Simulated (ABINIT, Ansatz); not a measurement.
**How the form of the self-energy moves the gap of SnO2 (Cassiterite)**

How much does the gap of SnO2 (Cassiterite) depend on the approximation to the self-energy?

Main program and level: ABINIT 10.8.3; PBE and many-body steps on it, plane waves.

**What was measured.**

- Gap 3.6 eV: experimental gap quoted from earlier work; bulk crystal (quoted in “Study on the Photocatalytic Properties of Flower-Shaped SnO2”, 2022, pmc:9565917).

Most raw output is cut from this account.

### Step 1. The starting structure

It takes space group P4_2/mnm (No. 136, tetragonal). The conventional cell has a = 4.738 Å, b = 4.738 Å, c = 3.187 Å, α = 90.00°, β = 90.00°, γ = 90.00°. Nearest to Sn lie 6 O at 2.05 to 2.06 Å. Nearest to O lie 3 Sn at 2.05 to 2.06 Å. Farther neighbours and most contacts between anions are not listed.

The cell and positions come from the Crystallography Open Database and are kept as given unless a step says otherwise.

### Step 2. Empty states on the mesh, 4×4×4 mesh, 271 bands

This step: ABINIT 10.8.3; DFT, PBE, plane waves, norm-conserving pseudopotentials.

The sums over transitions need many empty states on a uniform mesh; this step solves for them.

Contents of run.abi:

```
acell 3*1.0 Angstrom
rprim 
  4.738000000000 0.000000000000 0.000000000000
  0.000000000000 4.738000000000 0.000000000000
  0.000000000000 0.000000000000 3.186500000000
ntypat 2
znucl 50 8
natom 6
typat 1 1 2 2 2 2
xred 
  0.000000000000 0.000000000000 0.000000000000
  0.500000000000 0.500000000000 0.500000000000
  0.307100000000 0.307100000000 0.000000000000
  0.192900000000 0.807100000000 0.500000000000
  0.692900000000 0.692900000000 0.000000000000
  0.807100000000 0.192900000000 0.500000000000
pp_dirpath "pseudos"
pseudos "Sn.upf, O.upf"
ecut 42
ngkpt 4 4 4
nshiftk 1
shiftk 0 0 0
kptopt 1
chksymbreak 0
iscf -2
irdden 1
istwfk *1
nband 271
nbdbuf 24
tolwfr 1e-09
nstep 60
prtvol 0
indata_prefix "in"
outdata_prefix "out"
tmpdata_prefix "tmp"
```

Command:

```sh
$ OMP_NUM_THREADS=1 mpirun -n 8 abinit run.abi > log
```

Run time: 4.5 min. Hardware: 8 MPI ranks of Arm Neoverse V1, shared host; peak memory 1.1 GiB.

This step gave:

| Property | Result |
| --- | --- |
| gap | 1.284 eV |
| k of the valence top | 0, 0, 0 |
| k of the conduction bottom | 0, 0, 0 |
| least direct gap | 1.284 eV |
| k points computed | 18 |
| lowest point of the top converged band, above the valence top | 109.8554 eV |

On this mesh the gap is 1.284 eV.

The density comes from a self-consistent run that is not shown.

### Step 3. Screening, 4×4×4 mesh, 121 bands, screening to 141.5 eV

The RPA dielectric matrix is built and inverted for each q.

This step: RPA screening on PBE, plane waves, norm-conserving pseudopotentials.

Edit run.abi of step 2 so:

```diff
@@ -24,10 +24,11 @@
 chksymbreak 0
-iscf -2
-irdden 1
 istwfk *1
-nband 271
-nbdbuf 24
-tolwfr 1e-09
-nstep 60
-prtvol 0
+occopt 1
+irdwfk 1
+optdriver 3
+nband 121
+ecuteps 5.2
+inclvkb 2
+awtr 1
+symchi 1
 indata_prefix "in"
```

The job ended after 3.2 min (8 MPI ranks; peak memory 4.5 GiB).

Numbers from this step:

```
ε∞ with local fields, on this mesh, along the program's q direction : 4.592
the same without local fields                                       : 4.809
plasma frequency                                                    : 36.20 eV
plane waves in the screening matrix                                 : 275
```

Local fields lower ε∞ by 5 %. On a Γ-centred mesh this coarse the value itself is usually too large, while a short band sum pulls it down.

### Step 4. G0W0, Godby-Needs plasmon pole

The self-energy is evaluated for the states that the input lists, and the levels follow from it, in one-shot runs by the linearised quasiparticle equation.

This step: G0W0 on PBE, plane waves, norm-conserving pseudopotentials.

Edit run.abi of step 3 so:

```diff
@@ -27,8 +27,15 @@
 irdwfk 1
-optdriver 3
+optdriver 4
 nband 121
+gwcalctyp 0
+ecutsigx 42
+symsigma 1
+nkptgw 1
+kptgw 
+  0.0000000000 0.0000000000 0.0000000000
+bdgw 
+  32 36
 ecuteps 5.2
-inclvkb 2
-awtr 1
-symchi 1
+irdscr 1
+ppmodel 1
 indata_prefix "in"
```

Elapsed: 9.2 s, on 8 MPI ranks; peak memory 2.8 GiB; 73 s of CPU time.

This step gave:

```
G0W0 gap on the points computed              : 2.725 eV
starting gap on the mesh                     : 1.284 eV
k of the valence top                         : 0, 0, 0
k of the conduction bottom                   : 0, 0, 0
Z at the valence top                         : 0.793
Z at the conduction bottom                   : 0.845
least direct G0W0 gap on the computed points : 2.725 eV
```

The gap on the mesh goes from 1.28 eV to 2.73 eV, a correction of +1.44 eV.

### Step 5. G0W0, von der Linden-Horsch plasmon pole

Edit run.abi of step 4 so:

```diff
@@ -39,3 +39,3 @@
 irdscr 1
-ppmodel 1
+ppmodel 3
 indata_prefix "in"
```

Elapsed: 7.6 s, on 8 MPI ranks; peak memory 2.3 GiB; 60 s of CPU time.

Numbers from this step:

```yaml
g0w0_gap_on_the_points_computed: 2.715 eV
starting_gap_on_the_mesh: 1.284 eV
k_of_the_valence_top: 0, 0, 0
k_of_the_conduction_bottom: 0, 0, 0
z_at_the_valence_top: 0.859
z_at_the_conduction_bottom: 0.895
least_direct_g0w0_gap_on_the_computed_points: 2.715 eV
```

Against G0W0 in ABINIT (4×4×4 mesh, 121 bands, screening to 141.5 eV, Godby-Needs plasmon pole), the gap moves by −0.010 eV.

### Step 6. G0W0, Hybertsen-Louie plasmon pole

Edit run.abi of step 5 so:

```diff
@@ -39,3 +39,3 @@
 irdscr 1
-ppmodel 3
+ppmodel 2
 indata_prefix "in"
```

The job ended after 9 s (8 MPI ranks; peak memory 2.7 GiB).

Numbers from this step:

```
G0W0 gap on the points computed              : 2.956 eV
starting gap on the mesh                     : 1.284 eV
k of the valence top                         : 0, 0, 0
k of the conduction bottom                   : 0, 0, 0
least direct G0W0 gap on the computed points : 2.956 eV
```

Against G0W0 in ABINIT (4×4×4 mesh, 121 bands, screening to 141.5 eV, Godby-Needs plasmon pole), the gap moves by +0.231 eV.

### Step 7. One-shot Hartree-Fock

This step: one-shot Hartree-Fock on PBE, plane waves, norm-conserving pseudopotentials.

Edit run.abi of step 6 so:

```diff
@@ -28,4 +28,4 @@
 optdriver 4
-nband 121
-gwcalctyp 0
+nband 38
+gwcalctyp 5
 ecutsigx 42
@@ -37,5 +37,4 @@
   32 36
-ecuteps 5.2
-irdscr 1
-ppmodel 2
+ixc_sigma 40
+fftgw 31
 indata_prefix "in"
```

The job ended after 3.5 s (8 MPI ranks; peak memory 2 GiB; 27 s of CPU time).

Numbers from this step:

- quasiparticle gap on the points computed: 11.08 eV
- starting gap on the mesh: 1.284 eV
- k of the valence top: 0, 0, 0
- k of the conduction bottom: 0, 0, 0
- least direct quasiparticle gap on the computed points: 11.08 eV

Against G0W0 in ABINIT (4×4×4 mesh, 121 bands, screening to 141.5 eV, Godby-Needs plasmon pole), the gap moves by +8.351 eV.

### Step 8. Screening, 4×4×4 mesh, 121 bands, screening to 141.5 eV

This step: RPA screening on PBE, plane waves, norm-conserving pseudopotentials.

Edit run.abi of step 7 so:

```diff
@@ -27,14 +27,14 @@
 irdwfk 1
-optdriver 4
-nband 38
-gwcalctyp 5
-ecutsigx 42
-symsigma 1
-nkptgw 1
-kptgw 
-  0.0000000000 0.0000000000 0.0000000000
-bdgw 
-  32 36
-ixc_sigma 40
-fftgw 31
+optdriver 3
+nband 121
+ecuteps 5.2
+inclvkb 2
+awtr 1
+symchi 1
+gwcalctyp 2
+nfreqre 16
+freqremax 40 eV
+nfreqim 8
+spmeth 1
+nomegasf 120
 indata_prefix "in"
```

It took 5 min on 8 MPI ranks; peak memory 5.8 GiB.

This step gave:

```yaml
eps_infinity_with_local_fields_on_this_mesh_along_the_program_s_q_direction: 4.710
the_same_without_local_fields: 4.933
plasma_frequency: 36.20 eV
plane_waves_in_the_screening_matrix: 275
```

### Step 9. G0W0, contour deformation

This step: G0W0 on PBE, plane waves, norm-conserving pseudopotentials.

Edit run.abi of step 8 so:

```diff
@@ -27,14 +27,15 @@
 irdwfk 1
-optdriver 3
+optdriver 4
 nband 121
+gwcalctyp 2
+ecutsigx 42
+symsigma 1
+nkptgw 1
+kptgw 
+  0.0000000000 0.0000000000 0.0000000000
+bdgw 
+  32 36
 ecuteps 5.2
-inclvkb 2
-awtr 1
-symchi 1
-gwcalctyp 2
-nfreqre 16
-freqremax 40 eV
-nfreqim 8
-spmeth 1
-nomegasf 120
+irdscr 1
+gwmem 01
 indata_prefix "in"
```

The job ended after 8 s (8 MPI ranks; peak memory 2.2 GiB; 63 s of CPU time).

This step gave:

- G0W0 gap on the points computed: 2.677 eV
- starting gap on the mesh: 1.284 eV
- k of the valence top: 0, 0, 0
- k of the conduction bottom: 0, 0, 0
- least direct G0W0 gap on the computed points: 2.677 eV

Against G0W0 in ABINIT (4×4×4 mesh, 121 bands, screening to 141.5 eV, Godby-Needs plasmon pole), the gap moves by −0.048 eV.

### Step 10. Side by side

Times are wall times on 8 MPI ranks of Arm Neoverse V1, shared host, good to a factor of about two. A run's time includes the screening step that it read.

```
                                     run   mesh  bands  screening cutoff (eV)  DFT gap (eV)  gap on the mesh (eV)  direct (eV)  ε∞ used     time
          G0W0, Godby-Needs plasmon pole  4×4×4    121                  141.5         1.284                 2.725        2.725     4.59  3.4 min
G0W0, von der Linden-Horsch plasmon pole  4×4×4    121                  141.5         1.284                 2.715        2.715     4.59  3.3 min
      G0W0, Hybertsen-Louie plasmon pole  4×4×4    121                  141.5         1.284                 2.956        2.956     4.59  3.4 min
                   one-shot Hartree-Fock  4×4×4      -                      -         1.284                11.076       11.076        -    3.5 s
               G0W0, contour deformation  4×4×4    121                  141.5         1.284                 2.677        2.677     4.71  5.1 min
```

### Step 11. Results

- G0W0, Godby-Needs plasmon pole: 2.725 eV
- G0W0, von der Linden-Horsch plasmon pole: 2.715 eV
- G0W0, Hybertsen-Louie plasmon pole: 2.956 eV
- one-shot Hartree-Fock: 11.076 eV
- G0W0, contour deformation: 2.677 eV
- known limits: not at the basis limit; no spin-orbit coupling; coarse k mesh

What this shows: G0W0, von der Linden-Horsch plasmon pole: −0.010 eV against G0W0, Godby-Needs plasmon pole. G0W0, Hybertsen-Louie plasmon pole: +0.231 eV against G0W0, Godby-Needs plasmon pole. One-shot Hartree-Fock: +8.351 eV against G0W0, Godby-Needs plasmon pole. G0W0, contour deformation: −0.048 eV against G0W0, Godby-Needs plasmon pole. Bare exchange alone opens the gap to 11.08 eV; against G0W0, correlation takes back 8.35 eV. Against experiment, by G0W0, Godby-Needs plasmon pole: the gap of 2.73 eV lies −0.87 eV from the measured 3.6 eV (kind not stated, quoted 2022). These are gaps on the mesh, at modest bands and cutoff. The calculation has static nuclei and no excitons; a measured gap holds zero-point and thermal motion, which mostly lowers it. Against the values above the computed gap that would widen the miss. An edge that is forbidden or weak in absorption could explain it, and so could too strong a screening: the start's gap is only 1.28 eV, the mesh is coarse, and one shot does not repair that. Bands and cutoff are finite, so the gap is not at the basis limit. The miss can reach some tenths of an eV and take either sign; the mesh is an error of its own. In the G0W0 runs levels were corrected at 1 k point alone, so a gap called «on the mesh» is the least over those, and an edge elsewhere would be missed. The 4×4×4 mesh is coarse for this cell, which bears on the long-range parts of exchange and screening. The many-body steps are scalar-relativistic: spin-orbit coupling is not in them.

[Paths, hosts, dates, memory and timing lines, banners, echoed tables and standing remarks are left out of the program output.]

[Logs are printed without paths, hosts, clocks, repeated set-up lines and the standing remarks that a program may print on its own settings, such as how far it seeks lower states.]

[Runs of the session that timed out or met a known fault of the program may be left out.]

[Hosts, paths, dates, database ids (printed as entryN), source tags and the programs' standing remarks are cut or masked in the printed files.]

[G0W0 gaps are taken among the corrected bands and points alone; a level outside them can change the order at an edge.]

[Where Ansatz stands beside ABINIT at settings called matched, ABINIT's density can come from a denser mesh and the files from another edition; pairs whose starting gaps differed by over 0.03 eV were left out, so agreement reads better than it is.]
